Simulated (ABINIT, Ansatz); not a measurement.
# A GW chain in ABINIT: MgO2 (R-3m), part 2 of 3

Aim: the G0W0 gap of MgO2 (R-3m) on LDA, step by step.

ABINIT 10.8.3; LDA and many-body steps on it, plane waves. Known limits of the many-body steps: not at the basis limit; coarse k mesh.

So far. Step 2 (Ground state): The gap is direct, at (0.500, 0.500, 0.500).

### Step 3. Bands along the symmetry lines

Level of this step: DFT, LDA, plane waves, norm-conserving pseudopotentials (ABINIT).

The cheap functional maps the bands first; the places of the edges decide which points the dearer methods must see.

File run.abi:

```
acell 3*1.0 Angstrom
rprim 
  1.604761016024 0.926509204586 3.493978874900
  -1.604761016024 0.926509204586 3.493978874900
  0.000000000000 -1.853018409173 3.493978874900
ntypat 2
znucl 12 8
natom 3
typat 1 2 2
xred 
  0.000000000000 0.000000000000 0.000000000000
  0.428786000000 0.428786000000 0.428786000000
  0.571214000000 0.571214000000 0.571214000000
pp_dirpath "pseudos"
pseudos "Mg.upf, O.upf"
ecut 38
iscf -2
irdden 1
kptopt 0
nkpt 59
kpt 
  0.00000000 0.00000000 0.00000000
  0.06250000 0.06250000 0.06250000
  0.12500000 0.12500000 0.12500000
  0.18750000 0.18750000 0.18750000
  0.25000000 0.25000000 0.25000000
  0.31250000 0.31250000 0.31250000
  0.37500000 0.37500000 0.37500000
  0.43750000 0.43750000 0.43750000
  0.50000000 0.50000000 0.50000000
  0.53580694 0.46419306 0.50000000
  0.57161387 0.42838613 0.50000000
  0.60742081 0.39257919 0.50000000
  0.64322775 0.35677225 0.50000000
  0.67903468 0.32096532 0.50000000
  0.71484162 0.28515838 0.50000000
  0.75064855 0.24935145 0.50000000
  0.78645549 0.21354451 0.50000000
  0.50000000 -0.21354451 0.21354451
  0.50000000 -0.18685145 0.18685145
  0.50000000 -0.16015838 0.16015838
  0.50000000 -0.13346532 0.13346532
  0.50000000 -0.10677225 0.10677225
  0.50000000 -0.08007919 0.08007919
  0.50000000 -0.05338613 0.05338613
  0.50000000 -0.02669306 0.02669306
  0.50000000 0.00000000 0.00000000
  0.43750000 0.00000000 0.00000000
  0.37500000 0.00000000 0.00000000
  0.31250000 0.00000000 0.00000000
  0.25000000 0.00000000 0.00000000
  0.18750000 0.00000000 0.00000000
  0.12500000 0.00000000 0.00000000
  0.06250000 0.00000000 0.00000000
  0.00000000 0.00000000 0.00000000
  0.04459653 -0.04459653 0.00000000
  0.08919307 -0.08919307 0.00000000
  0.13378960 -0.13378960 0.00000000
  0.17838613 -0.17838613 0.00000000
  0.22298266 -0.22298266 0.00000000
  0.26757919 -0.26757919 0.00000000
  0.31217573 -0.31217573 0.00000000
  0.35677226 -0.35677226 -0.00000000
  0.64322774 0.00000000 0.35677226
  0.62532427 0.00000000 0.37467573
  0.60742081 0.00000000 0.39257919
  0.58951734 0.00000000 0.41048266
  0.57161387 0.00000000 0.42838613
  0.55371040 0.00000000 0.44628960
  0.53580693 0.00000000 0.46419307
  0.51790347 0.00000000 0.48209653
  0.50000000 0.00000000 0.50000000
  0.43750000 0.00000000 0.43750000
  0.37500000 0.00000000 0.37500000
  0.31250000 0.00000000 0.31250000
  0.25000000 0.00000000 0.25000000
  0.18750000 0.00000000 0.18750000
  0.12500000 0.00000000 0.12500000
  0.06250000 0.00000000 0.06250000
  0.00000000 0.00000000 0.00000000
istwfk *1
nband 18
nbdbuf 2
tolwfr 1e-08
nstep 40
prtwf 0
prtvol 0
indata_prefix "in"
outdata_prefix "out"
tmpdata_prefix "tmp"
```

Started as:

```sh
$ OMP_NUM_THREADS=1 mpirun -n 4 abinit run.abi > log
```

Numbers of over 12 decimals in the logs are rounded to 6 here.

What it wrote:

```text
.Version 10.8.3 of ABINIT. v10.8.2 released Aug 2026.

 Symmetries : space group R-3 m (#166); Bravais hR (rhombohedral)
[... echo of the input left out ...]
== DATASET  1 ==================================================================
-   mpi_nproc: 4, omp_nthreads: 1 (-1 if OMP is not activated)

--- !DatasetInfo
iteration_state: {dtset: 1, }
dimensions: {natom: 3, nkpt: 59, mband: 18, nsppol: 1, nspinor: 1, nspden: 1, mpw: 2385, }
cutoff_energies: {ecut:  38.0, pawecutdg:  -1.0, }
electrons: {nelect:   2.20000000E+01, charge:   0.00000000E+00, occopt:   1.00000000E+00, tsmear:   1.00000000E-02, }

 Real(R)+Recip(G) space primitive vectors, cartesian coordinates (Bohr,Bohr^-1):
 R(1)=  3.0325588  1.7508486  6.6026632  G(1)=  0.1648773  0.0951919  0.0504847
 R(2)= -3.0325588  1.7508486  6.6026632  G(2)= -0.1648773  0.0951919  0.0504847
 R(3)=  0.0000000 -3.5016973  6.6026632  G(3)=  0.0000000 -0.1903839  0.0504847
 Unit cell volume ucvol=  2.1034308E+02 bohr^3
 Angles (23,13,12)=  4.78776427E+01  4.78776427E+01  4.78776427E+01 degrees

 getcut: wavevector=  0.0000  0.0000  0.0000  ngfft=  45  45  45
         ecut(hartree)=     38.000   => boxcut(ratio)=   2.12191

--- Pseudopotential description ------------------------------------------------
- Mg Generated using ONCVPSP code by D. R. Hamann
- 12.00000  10.00000  180309                  znucl, zion, pspdat
12 -1012 1 -1 1510                            pspcod,pspxc,lmax,lloc,mmax
     nproj     2     2     0
  pspatm : epsatm=    9.23542517
         --- l  ekb(1:nproj) -->
             0    2.239033   -0.828749
             1   -6.545315   -2.523783
 pspatm: atomic psp has been read  and splines computed

- O Generated using ONCVPSP code by D. R. Hamann
-  8.00000   6.00000  201201                  znucl, zion, pspdat
12 -1012 2 -1 926                             pspcod,pspxc,lmax,lloc,mmax
     nproj     2     2     1
  pspatm : epsatm=    6.27558587
         --- l  ekb(1:nproj) -->
             0    6.026028    0.816167
[...]
2   -1.033686
 pspatm: atomic psp has been read  and splines computed

--------------------------------------------------------------------------------

================================================================================
 prteigrs : about to open file out_EIG
 Non-SCF case, kpt    1 (  0.00000  0.00000  0.00000), residuals and eigenvalues=
  5.78E-09  9.94E-09  1.43E-09  1.95E-09  4.52E-09  5.70E-09  9.36E-10  7.38E-10
  5.72E-09  1.22E-09  6.94E-09  3.93E-09  5.38E-09  1.65E-09  2.71E-09  8.92E-09
  9.69E-09  1.71E-08
 -2.5560E+00 -1.3596E+00 -1.3585E+00 -1.3585E+00 -6.5640E-01 -4.0422E-01
 -1.6901E-01 -5.0411E-03 -5.0411E-03  8.7391E-02  8.7391E-02  2.7803E-01
  2.8643E-01  5.5165E-01  6.1875E-01  6.5385E-01  6.5385E-01  7.1279E-01
 Non-SCF case, kpt    2 (  0.06250  0.06250  0.06250), residuals and eigenvalues=
[...]
7.51E-09  6.56E-09
[...]
Non-SCF case, kpt    3 (  0.12500  0.12500  0.12500), residuals and eigenvalues=
[...]
Non-SCF case, kpt   58 (  0.06250  0.00000  0.06250), residuals and eigenvalues=
[...]
Non-SCF case, kpt   59 (  0.00000  0.00000  0.00000), residuals and eigenvalues=
[...]
-1.6901E-01 -5.0411E-03 -5.0411E-03  8.7391E-02  8.7391E-02  2.7803E-01
  2.8643E-01  5.5165E-01  6.1875E-01  6.5385E-01  6.5385E-01  7.1279E-01

--- !ResultsGS
iteration_state: {dtset: 1, }
comment   : Summary of ground state results
lattice_vectors:
- [  3.0325588,   1.7508486,   6.6026632, ]
- [ -3.0325588,   1.7508486,   6.6026632, ]
- [  0.0000000,  -3.5016973,   6.6026632, ]
lattice_lengths: [   7.47376,    7.47376,    7.47376, ]
lattice_angles: [ 47.878,  47.878,  47.878, ] # degrees, (23, 13, 12)
lattice_volume:   2.1034308E+02
convergence: {deltae:  0.000E+00, res2:  0.000E+00, residm:  9.977E-09, diffor:  0.000E+00, }
etotal    :  -9.23178579E+01
entropy   :   0.00000000E+00
fermie    :   1.16851079E-01
cartesian_stress_tensor: null
pressure_GPa: null
xred      :
- [  0.0000E+00,   0.0000E+00,   0.0000E+00, Mg]
- [  4.2879E-01,   4.2879E-01,   4.2879E-01,  O]
- [  5.7121E-01,   5.7121E-01,   5.7121E-01,  O]
cartesian_forces: null
force_length_stats: {min: null, max: null, mean: null, }

 Integrated electronic density in atomic spheres:
 ------------------------------------------------
 Atom  Sphere_radius  Integrated_density
[...]
================================================================================

 ----iterations are completed or convergence reached----

 Mean square residual over all n,k,spin=   43.450E-10; max=  99.767E-10
 reduced coordinates (array xred) for    3 atoms
[...]
0.428786000000      0.428786000000      0.428786000000
       0.571214000000      0.571214000000      0.571214000000

 cartesian coordinates (angstrom) at end:
    1      0.000000     0.000000     0.000000
    2     -0.000000    -4.3e-13     4.494508
    3     -0.000000    -5.7e-13     5.987429
 length scales=  1.889726125908  1.889726125908  1.889726125908 bohr
              =  1.000000000000  1.000000000000  1.000000000000 angstroms
 prteigrs : about to open file out_EIG
 Eigenvalues (hartree) for nkpt=  59  k points:
 kpt#   1, nband= 18, wtk=  1.00000, kpt=  0.0000  0.0000  0.0000 (reduced coord)
[...]
kpt#   2, nband= 18, wtk=  1.00000, kpt=  0.0625  0.0625  0.0625 (reduced coord)
[...]
kpt#   3, nband= 18, wtk=  1.00000, kpt=  0.1250  0.1250  0.1250 (reduced coord)
[...]
kpt#  58, nband= 18, wtk=  1.00000, kpt=  0.0625  0.0000  0.0625 (reduced coord)
[...]
0.65492    0.70506
 kpt#  59, nband= 18, wtk=  1.00000, kpt=  0.0000  0.0000  0.0000 (reduced coord)
  -2.55598   -1.35956   -1.35854   -1.35854   -0.65640   -0.40422   -0.16901   -0.00504
  -0.00504    0.08739    0.08739    0.27803    0.28643    0.55165    0.61875    0.65385
   0.65385    0.71279

== END DATASET(S) ==============================================================
================================================================================

 -outvars: echo values of variables after computation  --------
            nband          18
             nkpt          59
          spgroup         166
 [... the other variables as echoed above ...]

 Calculation completed.
```

Run time: 18 s. Hardware: 4 MPI ranks of Intel Xeon Platinum 8223CL at 3.00GHz (Skylake/Cascade Lake), shared host; peak memory 0.34 GiB; 72 s of CPU time.

Numbers from this step:

```
gap                        : 2.137 eV
k of the valence top       : 0.5, 0.5, 0.5
k of the conduction bottom : 0.5, 0.5, 0.5
least direct gap           : 2.137 eV
```

The gap is 2.137 eV, as in the run before at this level.

Electronic bands along the path, in eV, zero at the top of the highest filled band:

```tsv
point	band 8	band 9	band 10	band 11	band 12	band 13	band 14	band 15
Γ	-3.32	-3.32	-0.80	-0.80	4.39	4.61	11.83	13.66
halfway	-3.60	-3.60	-0.37	-0.37	2.97	5.45	9.33	14.00
T	-3.83	-3.83	0.00	0.00	2.14	4.73	9.13	13.89
halfway	-4.46	-4.14	-1.23	-0.20	2.87	6.70	9.92	11.22
H2	-5.09	-4.70	-2.09	-0.69	3.65	9.55	9.82	12.25
jump to H0	-5.09	-4.70	-2.09	-0.69	3.65	9.55	9.82	12.25
halfway	-5.80	-4.15	-1.69	-1.01	3.93	9.47	9.78	12.70
L	-6.08	-3.65	-1.27	-1.13	3.97	8.38	9.92	12.30
halfway	-4.69	-3.49	-1.08	-1.04	4.36	6.42	11.49	12.10
Γ	-3.32	-3.32	-0.80	-0.80	4.39	4.61	11.83	13.66
halfway	-4.73	-3.84	-1.42	-1.07	4.43	7.09	11.11	13.44
S0	-5.09	-4.98	-1.84	-0.89	3.73	9.30	10.44	12.19
jump to S2	-5.09	-4.98	-1.84	-0.89	3.73	9.30	10.44	12.19
halfway	-5.29	-4.64	-2.08	-0.37	3.46	8.19	10.63	12.11
F	-5.40	-4.33	-2.19	-0.12	3.33	7.56	10.72	12.09
halfway	-4.38	-3.89	-1.56	-0.41	3.89	6.69	10.92	11.51
Γ	-3.32	-3.32	-0.80	-0.80	4.39	4.61	11.83	13.66
```

The electronic bands as a text plot (rows in eV, shown from -8.0 to 8.1 only; labels by their first letter):

```
    7.8 |            +           +            +      +++++
    7.1 |                         +          +            +
    6.5 |           +              +       ++              ++
    5.8 |          +                +                        +
    5.1 |++++++ +++                  +    +                   ++
    4.4 |      +                 ++++++++++++++++             +++
    3.8 |++            ++++++++++                ++++    +++++
    3.1 |  ++       +++                              ++++
    2.4 |    +++++++
    1.7 |
    1.1 |
    0.4 |
   -0.3 |  *************                            **********
   -0.9 |**        **   ***********************  ***          ***
   -1.6 |            **    ****              *******      ****
   -2.3 |              ****                         ******
   -3.0 |
   -3.6 |**********          *****************             ******
   -4.3 |         *****  ****       *      ** ***    *********
   -5.0 |      ****   ****        **         ********   ***
   -5.6 |    **    ***    ***   **                   ***
   -6.3 |   *         ****** ***                  ********
   -7.0 |  *                *******           ****        ****
   -7.7 |**                        ***********                ***
         Γ     T       H|H     L        Γ        S|S   F        Γ
```

### Step 4. Empty states on the mesh, 4×4×4 mesh, 43 bands

The sums over transitions need many empty states on a uniform mesh; this step solves for them.

File run.abi:

```
acell 3*1.0 Angstrom
rprim 
  1.604761016024 0.926509204586 3.493978874900
  -1.604761016024 0.926509204586 3.493978874900
  0.000000000000 -1.853018409173 3.493978874900
ntypat 2
znucl 12 8
natom 3
typat 1 2 2
xred 
  0.000000000000 0.000000000000 0.000000000000
  0.428786000000 0.428786000000 0.428786000000
  0.571214000000 0.571214000000 0.571214000000
pp_dirpath "pseudos"
pseudos "Mg.upf, O.upf"
ecut 38
ngkpt 4 4 4
nshiftk 1
shiftk 0 0 0
kptopt 1
chksymbreak 0
iscf -2
irdden 1
istwfk *1
nband 43
nbdbuf 4
tolwfr 1e-09
nstep 60
prtvol 0
indata_prefix "in"
outdata_prefix "out"
tmpdata_prefix "tmp"
```

What it wrote:

```text
.Version 10.8.3 of ABINIT. v10.8.2 released Aug 2026.

 Symmetries : space group R-3 m (#166); Bravais hR (rhombohedral)
[... echo of the input left out ...]
== DATASET  1 ==================================================================
-   mpi_nproc: 4, omp_nthreads: 1 (-1 if OMP is not activated)

--- !DatasetInfo
iteration_state: {dtset: 1, }
dimensions: {natom: 3, nkpt: 13, mband: 43, nsppol: 1, nspinor: 1, nspden: 1, mpw: 2370, }
cutoff_energies: {ecut:  38.0, pawecutdg:  -1.0, }
electrons: {nelect:   2.20000000E+01, charge:   0.00000000E+00, occopt:   1.00000000E+00, tsmear:   1.00000000E-02, }

 Real(R)+Recip(G) space primitive vectors, cartesian coordinates (Bohr,Bohr^-1):
 R(1)=  3.0325588  1.7508486  6.6026632  G(1)=  0.1648773  0.0951919  0.0504847
 R(2)= -3.0325588  1.7508486  6.6026632  G(2)= -0.1648773  0.0951919  0.0504847
 R(3)=  0.0000000 -3.5016973  6.6026632  G(3)=  0.0000000 -0.1903839  0.0504847
 Unit cell volume ucvol=  2.1034308E+02 bohr^3
 Angles (23,13,12)=  4.78776427E+01  4.78776427E+01  4.78776427E+01 degrees

 getcut: wavevector=  0.0000  0.0000  0.0000  ngfft=  45  45  45
         ecut(hartree)=     38.000   => boxcut(ratio)=   2.12191

--- Pseudopotential description ------------------------------------------------
- Mg Generated using ONCVPSP code by D. R. Hamann
- 12.00000  10.00000  180309                  znucl, zion, pspdat
12 -1012 1 -1 1510                            pspcod,pspxc,lmax,lloc,mmax
     nproj     2     2     0
  pspatm : epsatm=    9.23542517
         --- l  ekb(1:nproj) -->
             0    2.239033   -0.828749
             1   -6.545315   -2.523783
 pspatm: atomic psp has been read  and splines computed

- O Generated using ONCVPSP code by D. R. Hamann
-  8.00000   6.00000  201201                  znucl, zion, pspdat
12 -1012 2 -1 926                             pspcod,pspxc,lmax,lloc,mmax
     nproj     2     2     1
  pspatm : epsatm=    6.27558587
         --- l  ekb(1:nproj) -->
             0    6.026028    0.816167
[...]
2   -1.033686
 pspatm: atomic psp has been read  and splines computed

--------------------------------------------------------------------------------

================================================================================
 prteigrs : about to open file out_EIG
 Non-SCF case, kpt    1 (  0.00000  0.00000  0.00000), residuals and eigenvalues=
  1.40E-10  3.68E-10  7.46E-11  8.45E-10  2.26E-10  3.00E-10  5.78E-10  1.61E-10
  2.65E-10  1.97E-10  5.03E-10  1.27E-10  6.10E-10  3.96E-10  1.83E-10  6.28E-11
  1.04E-10  1.11E-10  5.57E-10  1.77E-10  1.11E-10  1.51E-10  7.02E-10  8.02E-11
[...]
-2.5560E+00 -1.3596E+00 -1.3585E+00 -1.3585E+00 -6.5640E-01 -4.0422E-01
 -1.6901E-01 -5.0411E-03 -5.0411E-03  8.7391E-02  8.7391E-02  2.7803E-01
  2.8643E-01  5.5165E-01  6.1875E-01  6.5385E-01  6.5385E-01  7.1279E-01
  7.1279E-01  7.8582E-01  9.2029E-01  9.2029E-01  9.8529E-01  1.1670E+00
  1.1670E+00  1.3280E+00  1.3280E+00  1.3402E+00  1.3973E+00  1.3973E+00
  1.5430E+00  1.6301E+00  1.7307E+00  1.7307E+00  1.7752E+00  1.7752E+00
  1.8103E+00  1.8647E+00  1.8647E+00  1.9122E+00  1.9613E+00  1.9659E+00
  2.2190E+00
 prteigrs : prtvol=0 or 1, do not print more k-points.

--- !ResultsGS
iteration_state: {dtset: 1, }
comment   : Summary of ground state results
lattice_vectors:
- [  3.0325588,   1.7508486,   6.6026632, ]
- [ -3.0325588,   1.7508486,   6.6026632, ]
- [  0.0000000,  -3.5016973,   6.6026632, ]
lattice_lengths: [   7.47376,    7.47376,    7.47376, ]
lattice_angles: [ 47.878,  47.878,  47.878, ] # degrees, (23, 13, 12)
lattice_volume:   2.1034308E+02
convergence: {deltae:  0.000E+00, res2:  0.000E+00, residm:  9.874E-10, diffor:  0.000E+00, }
etotal    :  -9.23178579E+01
entropy   :   0.00000000E+00
fermie    :   1.16851079E-01
cartesian_stress_tensor: null
pressure_GPa: null
xred      :
- [  0.0000E+00,   0.0000E+00,   0.0000E+00, Mg]
- [  4.2879E-01,   4.2879E-01,   4.2879E-01,  O]
- [  5.7121E-01,   5.7121E-01,   5.7121E-01,  O]
cartesian_forces: null
force_length_stats: {min: null, max: null, mean: null, }

 Integrated electronic density in atomic spheres:
 ------------------------------------------------
 Atom  Sphere_radius  Integrated_density
[...]
================================================================================

 ----iterations are completed or convergence reached----

 Mean square residual over all n,k,spin=   40.209E-11; max=  98.737E-11
 reduced coordinates (array xred) for    3 atoms
[...]
0.571214000000      0.571214000000      0.571214000000

 cartesian coordinates (angstrom) at end:
    1      0.000000     0.000000     0.000000
    2     -0.000000    -4.3e-13     4.494508
    3     -0.000000    -5.7e-13     5.987429
 length scales=  1.889726125908  1.889726125908  1.889726125908 bohr
              =  1.000000000000  1.000000000000  1.000000000000 angstroms
 prteigrs : about to open file out_EIG
 Eigenvalues (hartree) for nkpt=  13  k points:
 kpt#   1, nband= 43, wtk=  0.01563, kpt=  0.0000  0.0000  0.0000 (reduced coord)
[...]
1.16703    1.32797    1.32797    1.34022    1.39726    1.39726    1.54300    1.63012
   1.73066    1.73066    1.77524    1.77524    1.81027    1.86467    1.86467    1.91219
   1.96125    1.96587    2.21902
 prteigrs : prtvol=0 or 1, do not print more k-points.

== END DATASET(S) ==============================================================
================================================================================

 -outvars: echo values of variables after computation  --------
            nband          43
             nkpt          13
          spgroup         166
 [... the other variables as echoed above ...]

 Calculation completed.
```

It took 13 s on 4 MPI ranks; peak memory 0.32 GiB; 51 s of CPU time.

This step gave:

```
gap                                                           : 2.137 eV
k of the valence top                                          : 0.5, 0.5, 0.5
k of the conduction bottom                                    : 0.5, 0.5, 0.5
least direct gap                                              : 2.137 eV
k points computed                                             : 13
lowest point of the top converged band, above the valence top : 46.09 eV
```

On this mesh the gap is 2.137 eV.

(Continued in part 3 of 3.)

[Paths, hosts, dates, memory and timing lines, banners, echoed tables and standing remarks are left out of the program output.]

[Logs are printed without paths, hosts, clocks, repeated set-up lines and the standing remarks that a program may print on its own settings, such as how far it seeks lower states.]

[Runs of the session that timed out or met a known fault of the program may be left out.]

[Hosts, paths, dates, database ids (printed as entryN), source tags and the programs' standing remarks are cut or masked in the printed files.]

[G0W0 gaps are taken among the corrected bands and points alone; a level outside them can change the order at an edge.]

[Where Ansatz stands beside ABINIT at settings called matched, ABINIT's density can come from a denser mesh and the files from another edition; pairs whose starting gaps differed by over 0.03 eV were left out, so agreement reads better than it is.]
